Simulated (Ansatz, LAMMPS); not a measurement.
# Amorphous 83SiO2-17PbO (mol %) (150 atoms) under strain, part 2 of 4

Aim: relax amorphous 83SiO2-17PbO (mol %) (150 atoms), then change its volume and shape to read moduli from the stress.

Ansatz 0.2.0; Kohn-Sham DFT, PBE, PAW (set soft_2), plane waves.

The cell: 44 Si, 9 Pb and 97 O. The quench rate of 50 K/ps is many orders above laboratory rates. The starting topology of bonds comes from the classical model. Only the Γ point is sampled. The levels lack spin–orbit coupling.

So far. Step 2 (Single point at the start): The r.m.s. force at the start is 0.83 eV/Å. Step 3 (Cell and atoms relaxed): The relaxation converged after 18 steps, with a largest force component of 0.020 eV/Å.

### Step 4. Single point at the relaxed geometry

One more single point at the end of the walk gives the fuller output and checks the residual forces.

input.yaml reads:

```yaml
crystal:
  lattice:
    - [13.05186, 0.3343, -0.17015]
    - [0.3343, 13.27682, -0.08753]
    - [-0.17015, -0.08753, 12.83447]
  atoms:
    - { symbol: Si, position: [0.92516, 0.86939, 0.96878] }
    - { symbol: Si, position: [0.1638, 0.92136, 0.23998] }
    - { symbol: Si, position: [0.98227, 0.06447, 0.57695] }
    - { symbol: Si, position: [0.64908, 0.05404, 0.47002] }
    - { symbol: Si, position: [0.68316, 0.49468, 0.57604] }
    - { symbol: Si, position: [0.08741, 0.19342, 0.8608] }
    [... 138 atom lines left out ...]
    - { symbol: O, position: [0.59036, 0.99088, 0.95993] }
    - { symbol: O, position: [0.83674, 0.44292, 0.86913] }
    - { symbol: O, position: [0.07405, 0.99215, 0.18188] }
    - { symbol: O, position: [0.90644, 0.02043, 0.48858] }
    - { symbol: O, position: [0.30154, 0.53408, 0.39064] }
    - { symbol: O, position: [0.73137, 0.99286, 0.3948] }
kpoints:
  mp_grid: { grid: [1, 1, 1] }
hamiltonian:
  xc: pbe
scf:
  occupations: { method: gaussian, width: 0.025 }
output:
  forces: true
  stress: true
  populations: true
  dos:
    method: { smearing: { sigma: 0.15 } }
    de: 0.1
    projected: { site_lists: { O: [O], Pb: [Pb], Si: [Si] } }
  eigenvalues: true
  write_density: true
  write_potential: true
  volumetric_format: npy
  elf: true
```

The run is started by

```sh
ansatz run input.yaml --threads 8 --pin off --max-ram 15872MiB --backend cpu --events-out ev --progress --plain --runs-dir out
```

Numbers of over 12 decimals in the logs are rounded to 6 here.

The program printed:

```text
[...]
Crystal: 150 atoms, lattice volume = 2222.141 Å³
Basis set: ecut = 420 eV, 43395 PW (Γ), exchange–correlation on 180×180×180 points (8 copies of the dense FFT grid, shifted against one another)
Bands: 592, of which v1, the nominal top of the filled ones, is band 442 counted from 1 (441 counted from 0)
Symmetry: 1 space group operations
[...]
k-points: 1
[...]
SCF iter   1: F=—  HF=-190315.537110 eV  |F-HF|=—  |Δ(HF+E_count)|=         —  Δρ=1.93e-3  dr2=1.20e-1  ethr=1.77e-3  ⟨swp⟩=6.0  Hψ=2638  notcnv=0  defer=79
[...]
SCF iter   9: F=-190315.562189 eV  HF=-190315.562189 eV  |F-HF|=3.39e-8  |Δ(HF+E_count)|=   2.61e-8  Δρ=1.88e-6  dr2=7.77e-8  ethr=1.13e-11  ⟨swp⟩=18.0  Hψ=5712  notcnv=0
SCF 1 converged in 9 iterations: F = -190315.562189 eV  dr2 = 7.77e-8
[...]
SCF converged after 9 iterations
Free energy (F): -190315.562189 eV
[...]
Internal energy: -190315.562189 eV  (E = F + TS)
E sigma→0 (E₀):  -190315.562189 eV
Fermi energy:    5.240653 eV
[...]
--- Forces (eV/Å), atoms counted from 1 ---
  atom   1  Si     0.00038909    -0.00046992    -0.00675125
  atom   2  Si    -0.00216042     0.00680279    -0.00159397
  atom   3  Si     0.00958721     0.00041202    -0.00147744
  atom   4  Si    -0.00080007    -0.01472231     0.01427851
  atom   5  Si    -0.00344959    -0.00114868    -0.00538488
  atom   6  Si     0.00786675    -0.00488399    -0.00047330
  atom   7  Si    -0.00010305     0.00916145    -0.00224768
  atom   8  Si    -0.00574751    -0.00182861    -0.00286929
  atom   9  Si     0.00021058     0.00364609     0.00752561
  atom  10  Si     0.00026920    -0.00905333    -0.00049801
  atom  11  Si     0.00061959    -0.00835077    -0.00518077
  atom  12  Si    -0.00645734    -0.01018077     0.00873947
  atom  13  Si     0.00657414     0.00630026    -0.01458419
  atom  14  Si     0.00164738     0.00006827     0.00535104
[...]
atom 149  O      0.00994711    -0.00945116     0.01793605
  atom 150  O      0.00037995     0.00624678     0.00515484
  max |Σ_I F_I| component: 3.20e-5 eV/Å
--- Stress (GPa, compression-positive) ---
        0.001379      -0.003965      -0.005613
       -0.003964      -0.004556       0.002008
       -0.005613       0.002008      -0.002556
  P = ⅓ Tr σ = -0.0019 GPa (-0.019 kbar)
--- Band table (eV) ---
[...]
--- Löwdin populations: 150 sites ---
  site symbol       q [e]
     0     Si      2.2266
     1     Si      2.2171
     2     Si      2.2155
[...]
149      O      6.7874
  spilling = 0.011660 (of n_electrons = 884.000000)
```

Run time: 67 s. Hardware: 8 threads of Arm Neoverse N1, shared host; peak memory 3.5 GiB; 8.5 min of CPU time.

The run gave:

```yaml
free_energy: -190315.5622 eV
free_energy_per_atom: -1268.7704 eV/atom
scf_cycles: 9
pressure: -0.001911 GPa
r_m_s_force_component: 0.00553 eV/Å
longest_force: 0.02258 eV/Å
fermi_energy: 5.241 eV
spacing_of_highest_filled_and_lowest_empty_level: 3.367 eV
spilling_of_the_projection: 0.01166
```

Löwdin charges by element and coordination (they lack the spilled electrons, 0.069 e an atom on average):

```csv
element,coordination,atoms,mean charge (e),spread,least,most
O,all,97,-0.789,0.0119,-0.821,-0.768
O,2,83,-0.788,0.011,-0.821,-0.768
O,3,13,-0.797,0.0126,-0.811,-0.769
O,4,1,-0.814,0,-0.814,-0.814
Pb,all,9,1.08,0.0372,1.05,1.17
Pb,2,1,1.17,0,1.17,1.17
Pb,3,3,1.06,0.0119,1.05,1.08
Pb,4,3,1.07,0.0222,1.05,1.10
Pb,5,2,1.08,0.0187,1.06,1.10
Si,all,44,1.75,0.0314,1.68,1.79
```

States in the cell by windows of 1 eV, zero at the Fermi level; the larger projections on atomic orbitals stand beside the total:

```csv
from (eV),to (eV),total,O p,Si p,Pb p
-14,-13,0.0,0.0,0.0,0.0
-13,-12,1.4,0.9,0.0,0.0
-12,-11,18.6,12.3,0.8,0.0
-11,-10,25.4,17.0,1.8,0.0
-10,-9,30.3,19.7,3.2,0.1
-9,-8,63.8,43.5,10.3,0.3
-8,-7,36.5,28.0,6.7,0.1
-7,-6,43.0,33.4,4.8,1.1
-6,-5,99.1,84.8,6.3,1.7
-5,-4,119.2,108.3,3.9,1.7
-4,-3,107.7,100.4,1.8,1.5
-3,-2,49.9,44.9,0.8,1.2
-2,-1,5.1,4.2,0.1,0.2
-1,1,0.0,0.0,0.0,0.0
1,2,3.2,0.3,0.1,2.5
2,3,19.6,2.0,0.7,13.2
3,4,21.5,2.4,1.4,12.8
4,5,23.6,2.4,4.4,7.1
```

Between -23 and -14 eV lie 284 more states.

The levels nearest the highest filled one (over half full), pooled over k-points and spins:

```csv
level less the highest filled one (eV),occupation
-0.466,2
-0.439,2
-0.414,2
-0.317,2
-0.134,2
0,2
3.37,0
3.73,0
3.83,0
3.93,0
4.06,0
4.14,0
```

Valence density in the bc plane at fractional x = 0.164, with atoms of Si and Pb and O within 0.2 Å of it. It is the smooth field of the valence electrons, not physical close to the nuclei.

Ten steps, logarithmic in the rise over the least value, from '0' (0.0 e/Å³) to '9' (8.3 e/Å³), each cell a mean:
```
0001222111122333321100001234432100000
0013565421222234553210001234432221100
0014677532111247885310001233324555320
0013455421101246886311011233335798631
0001122221100123544333222232224688631
0000001232210001124677532221112344310
0000001232100000136899742100000011100
0000000111100011135788641000000000000
0000000000001222223454321000000000000
1111000000012333321111122210000000000
2333100000122222332211245542100000001
3443210001233323456532356642110000001
3333211012355433577653345431100001122
3223443223455322356542233210000013454
5335786533443211122223455310000136897
4336898631232100000124677521000136887
2124676432332100000013566421222234554
2101222123443100000001233323566542233
2100000012332100000000111124799752123
2100000001221100000000111113577532233
1000000000011222100001121101232211111
0000000000012454310000111000000000000
0000000000013676420000000000000000000
0000000000013555321000000112211000000
```
Columns run along b (13.3 Å), rows up along c (12.8 Å). Atoms in or near the plane, at fractional coordinates: Si at (0.92, 0.24), Si at (0.05, 0.44), Si at (0.26, 0.34), Si at (0.39, 0.53), Pb at (0.55, 0.71), O at (0.94, 0.37), O at (0.14, 0.35), O at (0.88, 0.83), O at (0.80, 0.22).

ELF in the bc plane at fractional x = 0.164, with atoms of Si and Pb and O within 0.2 Å of it. It is the smooth field of the valence electrons, not physical close to the nuclei.

Ten even steps from '0' (0.00) to '9' (0.84), each cell a mean:
```
0013454201222232231000002577641000000
0037899621332247886310001368632233210
0048999831111379889620000133214889851
0026898621000379899510002343238968983
0002332122100158874233213565227988972
0000002466410001123333421343103788520
1100014787410000134100342111000232000
1100002453100011134312442000000000012
0000000000000234213455421000000000000
1233100000012245411111125652000100000
4676410000112111333210489995102320002
5675310001344222798752599996112310002
2332210014788625999982378763111101112
4113665225888622689961123210000037887
9349989832565310244323787520000279879
7249758942112100000027999951000169868
3028999621232100000027999841244226997
1002553125765200000003566425899951222
2100000036875200000000011138977982112
2100000035542100000001332116999962122
1000000000001343200014665101577520111
0000000000026898620002453100000000000
0000000000037999730000000000000000000
0000000000014898520000000244310000000
```
Columns run along b (13.3 Å), rows up along c (12.8 Å). Atoms in or near the plane, at fractional coordinates: Si at (0.92, 0.24), Si at (0.05, 0.44), Si at (0.26, 0.34), Si at (0.39, 0.53), Pb at (0.55, 0.71), O at (0.94, 0.37), O at (0.14, 0.35), O at (0.88, 0.83), O at (0.80, 0.22).

Between filled and empty levels lie 3.37 eV (at Γ alone); a semilocal functional narrows such gaps, while the missing spin–orbit coupling widens them for these heavy elements, so the errors pull opposite ways. In a disordered cell it changes from sample to sample, and tail or defect levels can set it. Mean Löwdin charges: O -0.79, Pb +1.08, Si +1.75 e (they miss 1.2 % of the electrons, so they add up to more than the cell's charge). The largest share in the top eV of filled states is O p (89 % of the projected weight), and in the lowest eV of empty states Pb p (74 % of the projected weight).

### Step 5. Volume -3 %

The relaxed cell is scaled evenly and the atoms are relaxed again; the stress at the end gives one point of P(V).

input.yaml, the sections that differ from step 4:

```yaml
crystal:
  lattice:
    - [12.92001, 0.33092, -0.16843]
    - [0.33092, 13.1427, -0.08665]
    - [-0.16843, -0.08665, 12.70482]
  atoms:
    [... the 150 atom lines of step 4 ...]
output:
  forces: true
  eigenvalues: true
  stress: true
relax:
  f_tol: 0.05
  max_steps: 70
# kpoints, hamiltonian, scf: as in step 4
```

The program printed:

```text
Warning: output.stress: scf.convergence.dr2_threshold = 1e-7 eV (the SCF's general default) is looser than the 1.08e-8 eV advised for a printed stress (1e-10 eV for each atom of the cell: 150, of which 108 are counted). What an SCF threshold leaves in a stress goes as its square root, and in the free energy as the threshold itself, and one threshold admits the most on a small cell: [...]
[...]
Crystal: 150 atoms, lattice volume = 2155.475 Å³
Basis set: ecut = 420 eV, 42107 PW (Γ), exchange–correlation on 180×180×180 points (8 copies of the dense FFT grid, shifted against one another)
Bands: 592, of which v1, the nominal top of the filled ones, is band 442 counted from 1 (441 counted from 0)
Symmetry: 1 space group operations
[...]
k-points: 1
[...]
SCF iter   1: F=—  HF=-190314.553621 eV  |F-HF|=—  |Δ(HF+E_count)|=         —  Δρ=1.97e-3  dr2=1.19e-1  ethr=1.77e-3  ⟨swp⟩=6.0  Hψ=2635  notcnv=0  defer=88
[...]
SCF iter   6: F=-190314.578924 eV  HF=-190314.578928 eV  |F-HF|=3.35e-6  |Δ(HF+E_count)|=   1.55e-5  Δρ=3.77e-5  dr2=2.97e-5  ethr=7.07e-9  ⟨swp⟩=13.0  Hψ=3650  notcnv=0
SCF 1 converged in 6 iterations: F = -190314.578924 eV  dr2 = 2.97e-5
[...]
relax step   1: F+E_penalty+E_count = -190314.57892418 eV  Δ(F+E_penalty+E_count) = +0.000e0 eV  max|allowed force component| = 4.999e-1 eV/Å  Δτ_max = 0.0000 Å  (6 SCF iters, dr2 threshold 6.25e-5 eV, accepted)
[...]
relax step   2: F+E_penalty+E_count = -190314.92110698 eV  Δ(F+E_penalty+E_count) = -3.422e-1 eV  max|allowed force component| = 3.471e-1 eV/Å  Δτ_max = 0.0813 Å  (7 SCF iters, dr2 threshold 1.56e-5 eV, accepted)
[...]
relax step   3: F+E_penalty+E_count = -190315.12713684 eV  Δ(F+E_penalty+E_count) = -2.060e-1 eV  max|allowed force component| = 2.531e-1 eV/Å  Δτ_max = 0.0583 Å  (7 SCF iters, dr2 threshold 7.53e-6 eV, accepted)
relax step   4: F+E_penalty+E_count = -190315.06650872 eV  Δ(F+E_penalty+E_count) = +6.063e-2 eV  max|allowed force component| = 6.426e-1 eV/Å  Δτ_max = 0.2000 Å  (7 SCF iters, dr2 threshold 3.09e-5 eV, rejected (line search))
relax step   5: F+E_penalty+E_count = -190315.21817626 eV  Δ(F+E_penalty+E_count) = -9.104e-2 eV  max|allowed force component| = 1.288e-1 eV/Å  Δτ_max = 0.1000 Å  (10 SCF iters, accepted)
relax step   6: F+E_penalty+E_count = -190315.23595711 eV  Δ(F+E_penalty+E_count) = -1.778e-2 eV  max|allowed force component| = 1.489e-1 eV/Å  Δτ_max = 0.1000 Å  (7 SCF iters, dr2 threshold 4.29e-6 eV, accepted)
relax step   7: F+E_penalty+E_count = -190315.21384218 eV  Δ(F+E_penalty+E_count) = +2.211e-2 eV  max|allowed force component| = 1.572e-1 eV/Å  Δτ_max = 0.1500 Å  (8 SCF iters, dr2 threshold 5.74e-6 eV, rejected (line search))
relax step   8: F+E_penalty+E_count = -190315.23807220 eV  Δ(F+E_penalty+E_count) = -2.115e-3 eV  max|allowed force component| = 2.112e-1 eV/Å  Δτ_max = 0.0750 Å  (9 SCF iters, accepted)
relax step   9: F+E_penalty+E_count = -190315.24825686 eV  Δ(F+E_penalty+E_count) = -1.018e-2 eV  max|allowed force component| = 9.904e-2 eV/Å  Δτ_max = 0.0750 Å  (6 SCF iters, dr2 threshold 4.46e-5 eV, accepted)
relax step  10: F+E_penalty+E_count = -190315.25675082 eV  Δ(F+E_penalty+E_count) = -8.494e-3 eV  max|allowed force component| = 9.290e-2 eV/Å  Δτ_max = 0.0537 Å  (9 SCF iters, accepted)
relax step  11: F+E_penalty+E_count = -190315.25667899 eV  Δ(F+E_penalty+E_count) = +7.183e-5 eV  max|allowed force component| = 9.595e-2 eV/Å  Δτ_max = 0.0317 Å  (8 SCF iters, rejected (line search))
[...]
relax step  12: F+E_penalty+E_count = -190315.25976338 eV  Δ(F+E_penalty+E_count) = -3.013e-3 eV  max|allowed force component| = 2.768e-2 eV/Å  Δτ_max = 0.0153 Å  (7 SCF iters, accepted)
SCF converged after 7 iterations
Free energy (F): -190315.259763 eV
[...]
Internal energy: -190315.259763 eV  (E = F + TS)
E sigma→0 (E₀):  -190315.259763 eV
Fermi energy:    5.586089 eV
[...]
--- Forces (eV/Å), atoms counted from 1 ---
  atom   1  Si    -0.00221083     0.00339664    -0.00127918
  atom   2  Si    -0.00299756     0.00630514    -0.00204866
  atom   3  Si    -0.00944926     0.01045397     0.00052411
  atom   4  Si     0.00604960     0.00011563    -0.00240171
  atom   5  Si     0.01109965     0.00133124     0.00819798
  atom   6  Si    -0.00749048     0.00103827    -0.00851596
  atom   7  Si    -0.00820592    -0.00109501     0.00095774
  atom   8  Si     0.00173220     0.00221098    -0.00037957
  atom   9  Si    -0.00071638    -0.00544319    -0.00157488
  atom  10  Si    -0.00365121    -0.00340450     0.00124631
  atom  11  Si     0.00554139    -0.00717828     0.00286878
  atom  12  Si     0.00185374    -0.00147963     0.00176379
  atom  13  Si     0.00314335     0.00325049     0.00373941
  atom  14  Si    -0.00135506    -0.00209110     0.00056386
[...]
atom 149  O      0.00332928     0.00117714     0.00070095
  atom 150  O     -0.00339808     0.00007757     0.00335594
  max |Σ_I F_I| component: 8.12e-5 eV/Å
--- Stress (GPa, compression-positive) ---
        1.402267       0.094306       0.057282
        0.094306       1.636148       0.049871
        0.057280       0.049870       1.401363
  P = ⅓ Tr σ = 1.4799 GPa (14.799 kbar)
--- Band table (eV) ---
[...]
--- Relaxed structure (12 steps of the walk, 9 accepted, 0 SCFs on fresh bases) ---
  F+E_penalty+E_count = -190315.25976338 eV   max|allowed force component| = 2.768e-2 eV/Å
  atoms:
    - { symbol: Si, position: [0.924090, 0.866004, 0.970556] }
    - { symbol: Si, position: [0.165214, 0.919223, 0.238008] }
    - { symbol: Si, position: [0.978413, 0.065263, 0.576923] }
    - { symbol: Si, position: [0.648739, 0.053141, 0.468298] }
[...]
- { symbol: O, position: [0.727139, 0.985988, 0.391592] }
```

Wall time 9.5 min (8 threads); peak memory 3.5 GiB; 73 min of CPU time.

The program notes that the SCF threshold is loose for the stress.

The relaxation converged after 12 steps, 0.681 eV below its start, with a largest force component of 0.028 eV/Å.

Volume -3 %: the energy stands 0.302 eV above that of the reference, at a pressure of 1.48 GPa.

### Step 6. Volume +3 %

The relaxed cell is scaled to another volume.

Input and log are left out; they have the form of those shown for this kind of step.

Run time: 8.3 min. Hardware: 8 threads of Arm Neoverse N1, shared host; peak memory 3.6 GiB.

The relaxation converged after 10 steps, 0.584 eV below its start, with a largest force component of 0.016 eV/Å.

Volume +3 %: the energy stands 0.293 eV above that of the reference, at a pressure of -1.47 GPa.

### Step 7. Volume -6 %

The relaxed cell is scaled to another volume.

Input and log are left out; they have the form of those shown for this kind of step.

Run time: 11 min. Hardware: 8 threads of Arm Neoverse N1, shared host; peak memory 3.5 GiB.

The relaxation converged after 14 steps, 2.94 eV below its start, with a largest force component of 0.035 eV/Å.

Volume -6 %: the energy stands 1.22 eV above that of the reference, at a pressure of 2.95 GPa.

### Step 8. Volume +6 %

The relaxed cell is scaled to another volume.

Input and log are left out; they have the form of those shown for this kind of step.

The job ended after 12 min (8 threads of Arm Neoverse N1, shared host; peak memory 3.7 GiB).

The relaxation converged after 13 steps, 2.20 eV below its start, with a largest force component of 0.024 eV/Å.

Volume +6 %: the energy stands 1.18 eV above that of the reference, at a pressure of -2.78 GPa.

[end of part 2 of 4]

[Logs are printed without paths, hosts, clocks, repeated set-up lines and the standing remarks that a program may print on its own settings, such as how far it seeks lower states.]

[Hosts, paths, dates, database ids (printed as entryN), source tags and the programs' standing remarks are cut or masked in the printed files.]
